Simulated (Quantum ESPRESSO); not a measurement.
**Fixed-spin-moment curve of FeNi (Tetrataenite)**

How stiff is the total moment of FeNi (Tetrataenite), and does E(M) have further minima?

Program: Quantum ESPRESSO 7.5. Level of theory: PBEsol; plane waves with GBRV 1.5 PBEsol potentials, no spin-orbit coupling. Results are calculated unless marked as measured.

## Step 1: Starting point

It takes space group P4/mmm (No. 123, tetragonal). The conventional cell has a = 2.533 Å, b = 2.533 Å, c = 3.582 Å, α = 90.00°, β = 90.00°, γ = 90.00°. Nearest to Fe lie 8 Ni at 2.53 Å and 4 Fe at 2.53 Å. Ni has 8 Fe at 2.53 Å and 4 Ni at 2.53 Å nearest. Farther neighbours are not listed.

Structure file:

```cif
data_structure
_symmetry_space_group_name_H-M 'P4/mmm'
_symmetry_Int_Tables_number 123
_cell_length_a 2.5330
_cell_length_b 2.5330
_cell_length_c 3.5820
_cell_angle_alpha 90.000
_cell_angle_beta 90.000
_cell_angle_gamma 90.000
_cell_volume 22.98
loop_
_atom_site_label
_atom_site_type_symbol
_atom_site_symmetry_multiplicity
_atom_site_Wyckoff_symbol
_atom_site_fract_x
_atom_site_fract_y
_atom_site_fract_z
_atom_site_occupancy
Fe1 Fe 1 a 0.00000 0.00000 0.00000 1
Ni1 Ni 1 d 0.50000 0.50000 0.50000 1
```

The cell comes from the Crystallography Open Database.

## Step 2: No moment imposed

pw.in

```
&CONTROL
  calculation = 'scf'
  prefix = 'pwscf'
  outdir = './tmp'
  pseudo_dir = './pseudo'
  disk_io = 'nowf'
  tprnfor = .true.
  tstress = .true.
/
&SYSTEM
  ibrav = 0
  celldm(1) = 8
  nat = 2
  ntyp = 2
  ecutwfc = 40
  ecutrho = 480
  nbnd = 23
  occupations = 'smearing'
  smearing = 'fd'
  degauss = 0.00734986
  nspin = 2
  starting_magnetization(1) = 0.175
  starting_magnetization(2) = 0.0556
/
&ELECTRONS
  conv_thr = 4d-09
  electron_maxstep = 150
  mixing_beta = 0.3
/
ATOMIC_SPECIES
Fe     55.8450 fe_pbesol_v1.5.uspp.F.UPF
Ni     58.6934 ni_pbesol_v1.4.uspp.F.UPF
CELL_PARAMETERS alat
   0.5983345342096    0.0000000000000    0.0000000000000
   0.0000000000000    0.5983345342096    0.0000000000000
   0.0000000000000    0.0000000000000    0.8461248723012
ATOMIC_POSITIONS crystal
Fe      0.0000000000    0.0000000000    0.0000000000
Ni      0.5000000000    0.5000000000    0.5000000000
K_POINTS automatic
10 10 10 0 0 0
```

The run is started by

```sh
OMP_NUM_THREADS=1 mpirun -n 2 pw.x -nk 2 -in pw.in > pw.out
```

The log of the run:

```text
Program PWSCF v.7.5 starts

     Message from routine setup:
     using ibrav=0 with symmetry is DISCOURAGED, use correct ibrav instead

     K-points division:     npool     =       2
     Subspace diagonalization in iterative solution of the eigenvalue problem:

     G-vector sticks info
     --------------------
     sticks:   dense  smooth     PW     G-vecs:    dense   smooth      PW
     Sum         877     293     97                27595     5335    1055

     Using Slab Decomposition

     bravais-lattice index     =            0
     lattice parameter (alat)  =       8.0000  a.u.
     unit-cell volume          =     155.0931 (a.u.)^3
     number of atoms/cell      =            2
     number of atomic types    =            2
     number of electrons       =        34.00
     number of Kohn-Sham states=           23
     kinetic-energy cutoff     =      40.0000  Ry
     charge density cutoff     =     480.0000  Ry
     scf convergence threshold =      4.0E-09
     mixing beta               =       0.3000
     number of iterations used =            8  plain     mixing
     Exchange-correlation= SLA  PW   PSX  PSC
                           (   1   4  10   8   0   0   0)

     celldm(1)=   8.000000  celldm(2)=   0.000000  celldm(3)=   0.000000
     celldm(4)=   0.000000  celldm(5)=   0.000000  celldm(6)=   0.000000

     crystal axes: (cart. coord. in units of alat)
               a(1) = (   0.598335   0.000000   0.000000 )
               a(2) = (   0.000000   0.598335   0.000000 )
               a(3) = (   0.000000   0.000000   0.846125 )

     reciprocal axes: (cart. coord. in units 2 pi/alat)
               b(1) = (  1.671306  0.000000  0.000000 )
               b(2) = (  0.000000  1.671306  0.000000 )
               b(3) = (  0.000000  0.000000  1.181859 )

     PseudoPot. # 1 for Fe read from file:
     fe_pbesol_v1.5.uspp.F.UPF
     Pseudo is Ultrasoft + core correction, Zval = 16.0
     Generated by new atomic code, or converted to UPF format
     Using radial grid of  861 points,  6 beta functions with:
                l(1) =   0
                l(2) =   0
                l(3) =   1
                l(4) =   1
                l(5) =   2
                l(6) =   2
     Q(r) pseudized with  8 coefficients,  rinner =    1.000   1.000   1.000
                                                       1.000   1.000

     PseudoPot. # 2 for Ni read from file:
     ni_pbesol_v1.4.uspp.F.UPF
     Pseudo is Ultrasoft + core correction, Zval = 18.0
     Generated by new atomic code, or converted to UPF format
     Using radial grid of  865 points,  6 beta functions with:
                l(1) =   0
                l(2) =   0
                l(3) =   1
                l(4) =   1
                l(5) =   2
                l(6) =   2
     Q(r) pseudized with 10 coefficients,  rinner =    0.980   0.980   0.980
                                                       0.980   0.980

     atomic species   valence    mass     pseudopotential
     Fe               16.00    55.84500     Fe( 1.00)
     Ni               18.00    58.69340     Ni( 1.00)

     Starting magnetic structure
     atomic species   magnetization
     Fe              0.175
     Ni              0.056

     16 Sym. Ops., with inversion, found

   Cartesian axes

     site n.     atom                  positions (alat units)
         1        Fe     tau(   1) = (   0.0000000   0.0000000   0.0000000  )
         2        Ni     tau(   2) = (   0.2991673   0.2991673   0.4230624  )

     number of k points=   126  Fermi-Dirac smearing, width (Ry)=  0.0073

     Number of k-points >= 100: set verbosity='high' to print them.

     Dense  grid:    27595 G-vectors     FFT dimensions: (  36,  36,  48)

     Smooth grid:     5335 G-vectors     FFT dimensions: (  20,  20,  27)

     Check: negative core charge=   -0.000021
     Generating pointlists ...
     new r_m :   0.2468 (alat units)  1.9744 (a.u.) for type    1
     new r_m :   0.2468 (alat units)  1.9744 (a.u.) for type    2

     Initial potential from superposition of free atoms

     starting charge      31.0000, renormalised to      34.0000
     Starting wfcs are   26 randomized atomic wfcs

     Self-consistent Calculation

     iteration #  1     ecut=    40.00 Ry     beta= 0.30
     Davidson diagonalization with overlap
     ethr =  1.00E-02,  avg # of iterations =  3.3

     total energy              =    -581.29812384 Ry
     estimated scf accuracy    <      42.44764790 Ry

     total magnetization       =     0.88 Bohr mag/cell
     absolute magnetization    =     0.92 Bohr mag/cell

     iteration #  2     ecut=    40.00 Ry     beta= 0.30
     Davidson diagonalization with overlap
     ethr =  1.00E-02,  avg # of iterations =  3.1

     total energy              =    -590.33898153 Ry
     estimated scf accuracy    <      37.27802716 Ry

     total magnetization       =     0.47 Bohr mag/cell
     absolute magnetization    =     0.50 Bohr mag/cell

     iteration #  3     ecut=    40.00 Ry     beta= 0.30
     Davidson diagonalization with overlap
     ethr =  1.00E-02,  avg # of iterations =  3.1

     total energy              =    -593.04716507 Ry
     estimated scf accuracy    <       1.75301888 Ry

     total magnetization       =     2.94 Bohr mag/cell
     absolute magnetization    =     3.00 Bohr mag/cell

     [... further iterations left out ...]

     iteration # 13     ecut=    40.00 Ry     beta= 0.30
     Davidson diagonalization with overlap
     ethr =  6.05E-08,  avg # of iterations =  1.0

     total energy              =    -593.28986701 Ry
     estimated scf accuracy    <       0.00000311 Ry

     total magnetization       =     3.36 Bohr mag/cell
     absolute magnetization    =     3.64 Bohr mag/cell

     iteration # 14     ecut=    40.00 Ry     beta= 0.30
     Davidson diagonalization with overlap
     ethr =  9.15E-09,  avg # of iterations =  1.0

     total energy              =    -593.28986728 Ry
     estimated scf accuracy    <       0.00000004 Ry

     total magnetization       =     3.36 Bohr mag/cell
     absolute magnetization    =     3.64 Bohr mag/cell

     iteration # 15     ecut=    40.00 Ry     beta= 0.30
     Davidson diagonalization with overlap
     ethr =  1.29E-10,  avg # of iterations =  2.0

     total energy              =    -593.28986732 Ry
     estimated scf accuracy    <          5.3E-09 Ry

     total magnetization       =     3.36 Bohr mag/cell
     absolute magnetization    =     3.64 Bohr mag/cell

     iteration # 16     ecut=    40.00 Ry     beta= 0.30
     Davidson diagonalization with overlap
     ethr =  1.55E-11,  avg # of iterations =  2.0

     Magnetic moment per site  (integrated on atomic sphere of radius R)
     atom   1 (R=0.247)  charge= 14.4885  magn=  2.7270
     atom   2 (R=0.247)  charge= 16.8101  magn=  0.7141

     End of self-consistent calculation

     Number of k-points >= 100: set verbosity='high' to print the bands.

     the Fermi energy is    17.3559 ev

!    total energy              =    -593.28986734 Ry
     estimated scf accuracy    <          5.7E-10 Ry
     smearing contrib. (-TS)   =      -0.00318593 Ry
     internal energy E=F+TS    =    -593.28668141 Ry

     The total energy is F=E-TS. E is the sum of the following terms:
     one-electron contribution =    -314.22001895 Ry
     hartree contribution      =     177.18366740 Ry
     xc contribution           =     -64.10079836 Ry
     ewald contribution        =    -392.14953150 Ry

     total magnetization       =     3.36 Bohr mag/cell
     absolute magnetization    =     3.64 Bohr mag/cell

     convergence has been achieved in  16 iterations

     Forces acting on atoms (cartesian axes, Ry/au):

     atom    1 type  1   force =     0.00000000    0.00000000    0.00000000
     atom    2 type  2   force =     0.00000000    0.00000000    0.00000000

     Total force =     0.000000     Total SCF correction =     0.000000

     Computing stress (Cartesian axis) and pressure

          total   stress  (Ry/bohr**3)                   (kbar)     P=     -144.60
  -0.00097649   0.00000000   0.00000000         -143.65        0.00        0.00
   0.00000000  -0.00097649   0.00000000            0.00     -143.65        0.00
   0.00000000   0.00000000  -0.00099590            0.00        0.00     -146.50

=------------------------------------------------------------------------------=
   JOB DONE.
=------------------------------------------------------------------------------=
```

It took 29 s on 2 MPI ranks of AMD EPYC 7R43, shared host; peak memory 0.28 GiB.

Spin moment in the atom's sphere by atom:

```
atom  spin moment in the atom's sphere (μB)
 Fe1                                   2.73
 Ni2                                   0.71
```

This step gave:

| Item | Value |
| --- | --- |
| smearing term TS | 0.04335 eV |
| pressure | -14.46 GPa |
| magnetization | 3.361 μB |
| absolute magnetization | 3.64 μB |
| final state | ferromagnetic |

## Step 3: Moment fixed at 0 μB

The two spin channels are filled to separate Fermi energies, so that the total moment meets the target. Half of the up one less the down one is the slope dE/dM.

Edit pw.in of step 2 so:

```diff
@@ -16,3 +16,3 @@
   ecutrho = 480
-  nbnd = 23
+  nbnd = 24
   occupations = 'smearing'
@@ -21,4 +21,5 @@
   nspin = 2
-  starting_magnetization(1) = 0.175
-  starting_magnetization(2) = 0.0556
+  starting_magnetization(1) = 0.0088
+  starting_magnetization(2) = 0.0028
+  tot_magnetization = 0
 /
```

The log of the run:

```text
     [... lines left out ...]
Program PWSCF v.7.5 starts
     [... lines left out ...]
     number of atoms/cell      =            2
     [... lines left out ...]
     number of electrons       =        34.00 (up:  17.00, down:  17.00)
     number of Kohn-Sham states=           24
     kinetic-energy cutoff     =      40.0000  Ry
     charge density cutoff     =     480.0000  Ry
     scf convergence threshold =      4.0E-09
     [... lines left out ...]
     16 Sym. Ops., with inversion, found
     [... lines left out ...]
     number of k points=   126  Fermi-Dirac smearing, width (Ry)=  0.0073
     [... lines left out ...]
     iteration # 25     ecut=    40.00 Ry     beta= 0.30
     [... lines left out ...]
     Magnetic moment per site  (integrated on atomic sphere of radius R)
     atom   1 (R=0.247)  charge= 14.5184  magn=  0.0008
     atom   2 (R=0.247)  charge= 16.7831  magn= -0.0008
     [... lines left out ...]
     the spin up/dw Fermi energies are    17.1388   17.1391 ev
!    total energy              =    -593.24292278 Ry
     estimated scf accuracy    <          1.5E-09 Ry
     smearing contrib. (-TS)   =      -0.01199906 Ry
     [... lines left out ...]
     total magnetization       =    -0.00 Bohr mag/cell
     absolute magnetization    =     0.00 Bohr mag/cell
     convergence has been achieved in  25 iterations
     [... lines left out ...]
     Total force =     0.000000     Total SCF correction =     0.000000
     [... lines left out ...]
          total   stress  (Ry/bohr**3)                   (kbar)     P=     -287.94
     [... lines left out ...]
```

Run time: 44 s. Hardware: 2 MPI ranks; peak memory 0.28 GiB.

This step gave:

| Item | Value |
| --- | --- |
| magnetization | 0 μB |
| absolute magnetization | 0 μB |
| half the difference of the two Fermi energies | -0.1 meV |
| largest moment | 0 μB |

## Step 4: Moment fixed at 0.76 μB

Edit pw.in of step 3 so:

```diff
@@ -21,5 +21,5 @@
   nspin = 2
-  starting_magnetization(1) = 0.0088
-  starting_magnetization(2) = 0.0028
-  tot_magnetization = 0
+  starting_magnetization(1) = 0.035
+  starting_magnetization(2) = 0.0111
+  tot_magnetization = 0.76
 /
```

The log of the run:

```text
     [... lines left out ...]
Program PWSCF v.7.5 starts
     [... lines left out ...]
     number of atoms/cell      =            2
     [... lines left out ...]
     number of electrons       =        34.00 (up:  17.38, down:  16.62)
     number of Kohn-Sham states=           24
     kinetic-energy cutoff     =      40.0000  Ry
     charge density cutoff     =     480.0000  Ry
     scf convergence threshold =      4.0E-09
     [... lines left out ...]
     16 Sym. Ops., with inversion, found
     [... lines left out ...]
     number of k points=   126  Fermi-Dirac smearing, width (Ry)=  0.0073
     [... lines left out ...]
     iteration # 23     ecut=    40.00 Ry     beta= 0.30
     [... lines left out ...]
     Magnetic moment per site  (integrated on atomic sphere of radius R)
     atom   1 (R=0.247)  charge= 14.5153  magn=  1.0739
     atom   2 (R=0.247)  charge= 16.7850  magn= -0.2934
     [... lines left out ...]
     the spin up/dw Fermi energies are    17.0285   17.3627 ev
!    total energy              =    -593.24866334 Ry
     estimated scf accuracy    <          2.7E-09 Ry
     smearing contrib. (-TS)   =      -0.01137397 Ry
     [... lines left out ...]
     total magnetization       =     0.76 Bohr mag/cell
     absolute magnetization    =     1.41 Bohr mag/cell
     convergence has been achieved in  23 iterations
     [... lines left out ...]
     Total force =     0.000000     Total SCF correction =     0.000000
     [... lines left out ...]
          total   stress  (Ry/bohr**3)                   (kbar)     P=     -261.14
     [... lines left out ...]
```

Run time: 40 s. Hardware: 2 MPI ranks; peak memory 0.28 GiB.

Spin moment in the atom's sphere by atom:

```
atom  spin moment in the atom's sphere (μB)
 Fe1                                   1.07
 Ni2                                  -0.29
```

Read from the output:

```yaml
magnetization: 0.76 μB
absolute_magnetization: 1.412 μB
half_the_difference_of_the_two_fermi_energies: -167.1 meV
```

(Continued in part 2 of 2.)

[Logs and program files are shortened in this print: banners, set-up blocks, solver, clock and traceback lines can be left out without a mark of their own.]

[Logs are printed without paths, hosts, clocks, repeated set-up lines and the standing remarks that a program may print on its own settings, such as how far it seeks lower states.]

[Hosts, paths, dates, database ids (printed as entryN), source tags and the programs' standing remarks are cut or masked in the printed files.]

[Where a cell is said to come from a database of computed structures, the database is the Materials Project.]
